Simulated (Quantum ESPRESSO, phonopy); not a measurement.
# Al (Fm-3m): a volume series of phonon spectra, part 7 of 7

Which modes of Al drive its thermal expansion?

Measurements to reproduce:
- volume expansion coefficient 69 1e-6/K and heat capacity C_P per formula unit 24.2 J/mol/K near room temperature (given in “High-Throughput Prediction of Finite-Temperature Properties using the Quasi-Harmonic Approximation”, 2016, arXiv:1603.06924)

Quantum ESPRESSO 7.5; DFT PBEsol, scalar-relativistic, plane waves, GBRV ultrasoft pseudopotentials.

So far. Step 21 (Phonons, V/V0 1.05): No mode is imaginary beyond numerical noise along the path. Step 21 (Phonons, V/V0 1.05): The time given is that of the one pw.x run on a displaced cell behind this step.

**22. Mode Grüneisen parameters**

This step: DFT PBEsol, scalar-relativistic, plane waves, GBRV ultrasoft pseudopotentials (phonopy 4.10.0).

This step gave:

* share of modes with a negative Grüneisen parameter: 0

Mean Grüneisen, by row:

```
T (K)  heat-capacity-weighted mean  root mean square
   50                        2.149             2.155
  100                        2.092             2.098
  200                         2.07             2.075
  300                        2.065              2.07
  500                        2.062             2.067
  800                        2.062             2.066
```

The mean mode Grueneisen parameter by wavenumber:

```
wavenumber (cm⁻¹)  mean mode Grueneisen parameter
                6                               -
               17                               -
               39                            2.39
               50                            2.39
               72                            2.37
               84                             2.3
               95                            2.27
              117                            2.24
              128                            2.15
              140                            2.14
              162                            2.06
              173                            2.07
              195                            2.14
              206                            2.12
              218                            2.09
              240                            2.03
              251                            2.01
              262                            1.99
              284                            1.95
              296                            1.96
              318                            1.94
              329                            1.89
```

Volume series, by row:

```
 V/V0  V (Å³/atom)  pressure (GPa)  E - E0 (meV/atom)  gap (eV)  zero-point energy (meV/atom)  lowest on the path (cm⁻¹)  highest at Gamma without the LO-TO term (cm⁻¹)
 0.97        15.68           2.689              3.962         0                         42.36                          0                                               -
0.985        15.92           1.289              0.964         0                          41.1                          0                                               -
    1        16.16           0.001                  0         0                         39.87                          0                                               -
1.015         16.4          -1.183              0.905         0                         38.66                          0                                               -
 1.03        16.65          -2.273              3.528         0                         37.48                          0                                               -
 1.05        16.97          -3.589              9.462         0                         35.92                          0                                               -
```

Grüneisen at points, by row:

```
point  branch  frequency (cm⁻¹)  mode Grüneisen parameter
    X       1             200.3                      2.41
    X       3               323                      2.03
    U       1             193.1                      2.16
    U       2             258.1                      2.06
    U       3             295.8                      1.99
    K       1             193.1                      2.16
    K       2             258.1                      2.06
    K       3             295.8                      1.99
    L       1             158.7                      1.85
    L       3             335.6                      1.87
    W       1             219.9                      2.06
    W       2             272.1                      2.02
```

**23. Quasi-harmonic fit by phonopy**

Numbers from this step:

- volume expansion coefficient at 300 K: 68.04 1e-6/K
- isothermal bulk modulus at 300 K: 72.84 GPa
- C_P at 300 K: 23.92 J/mol-atom/K
- Grüneisen parameter at 300 K: 2.155

The energy (each curve on its own zero) by volume; values in meV/atom:

```
volume (Å³/atom)  static  F at 0 K  F at 300 K  F at 950 K
          15.676    3.96      7.09        10.7        23.6
          15.919    0.96      2.83        5.06          13
          16.161       0      0.64        1.49        4.43
          16.404     0.9      0.34       -0.23       -2.38
          16.646    3.53      1.77       -0.26       -7.58
          16.969    9.46      6.15        2.09       -12.2
```

Phonopy-qha, vinet fit of F(V) at each temperature; no electronic free energy. Qha vinet, by row:

```
T (K)  fitted volume (Å³/atom)  alpha_V (1e-6/K)  B_T (GPa)  C_P (J/mol-atom/K)  Grueneisen
   75                    16.33              23.1      79.17               8.339       2.122
  100                    16.34              34.4      78.67               12.62       2.107
  125                    16.36             43.16      78.07               15.85       2.111
  150                    16.38             49.66      77.41               18.17       2.117
  175                     16.4             54.54      76.71               19.86       2.123
  200                    16.42             58.33      75.97               21.11       2.129
  225                    16.45             61.36      75.22               22.06       2.135
  250                    16.47              63.9      74.44               22.81       2.141
  275                     16.5             66.09      73.65               23.42       2.148
  300                    16.53             68.04      72.84               23.92       2.155
  325                    16.56             69.83      72.02               24.35       2.162
  350                    16.59             71.51      71.18               24.72        2.17
  375                    16.62             73.12      70.33               25.05       2.178
  400                    16.65             74.69      69.47               25.36       2.186
  425                    16.68             76.23      68.59               25.64       2.195
  450                    16.71             77.78       67.7                25.9       2.204
  475                    16.74             79.33      66.79               26.16       2.213
  500                    16.78              80.9      65.87               26.41       2.223
```

The volume expansion coefficient, phonopy-qha, Vinet by temperature:

```
temperature (K)  volume expansion coefficient, phonopy-qha, Vinet (1e-6/K)
             75                                                       23.1
            100                                                       34.4
            125                                                       43.2
            150                                                       49.7
            175                                                       54.5
            200                                                       58.3
            225                                                       61.4
            250                                                       63.9
            275                                                       66.1
            300                                                       68.0
            325                                                       69.8
            350                                                       71.5
            375                                                       73.1
            400                                                       74.7
            425                                                       76.2
            450                                                       77.8
            475                                                       79.3
            500                                                       80.9
```

The fit gives a volume expansion of 68.0 × 10⁻⁶/K at 300 K.

**24. Results**

```yaml
volume_expansion_coefficient_at_300_k: 68.04 1e-6/K
isothermal_bulk_modulus_at_300_k: 72.84 GPa
c_p_at_300_k: 23.92 J/mol-atom/K
grueneisen_parameter_at_300_k: 2.155
mean_mode_grueneisen_parameter_at_300_k: 2.06
```

What this shows: Near room temperature Al expands by 68.0 × 10⁻⁶/K in volume by PBEsol, with C_P = 23.9 J/(mol K) per mole of atoms and B_T = 72.8 GPa. The q-mesh is coarse, and the expansion can converge slowly with it. The table stops at 500 K because beyond it the fitted volume comes within 1 % of the largest computed cell, where the fit loses its support. C_P at room temperature is 96 % of the classical 3R an atom. A measured volume expansion coefficient near room temperature is 69 1e-6/K (arXiv:1603.06924); the calculated 68.0 1e-6/K differs by -1 %. A measured heat capacity per formula unit near room temperature is 24.2 J/mol/K (arXiv:1603.06924); the calculated 23.9 J/mol/K differs by -1 %. The fit leaves out the electrons' free energy, which adds to C_P and to the expansion of a metal at high temperature. The heat-capacity-weighted Grüneisen parameter goes from 2.15 at 50 K to 2.06 at 800 K. Weighting γ by the density of states and each mode's heat capacity at 300 K, modes below 110 cm⁻¹ give about 6 % of the sum of γC that drives the expansion, those up to 230 cm⁻¹ 59 % and the rest 35 %. Among the labelled points γ is largest for branch 1 at X (200 cm⁻¹, 2.4) and smallest for branch 1 at L (159 cm⁻¹, 1.9). The supercell is small: only its own wavevectors are exact, and branches between them are interpolated and can be misplaced.

[Logs are printed without paths, hosts, clocks, repeated set-up lines and the standing remarks that a program may print on its own settings, such as how far it seeks lower states.]

[Hosts, paths, dates, database ids (printed as entryN), source tags and the programs' standing remarks are cut or masked in the printed files.]

[A step with changed settings may run another functional than the one named; its input shows which.]

[Of the runs on displaced cells, only some may be shown.]
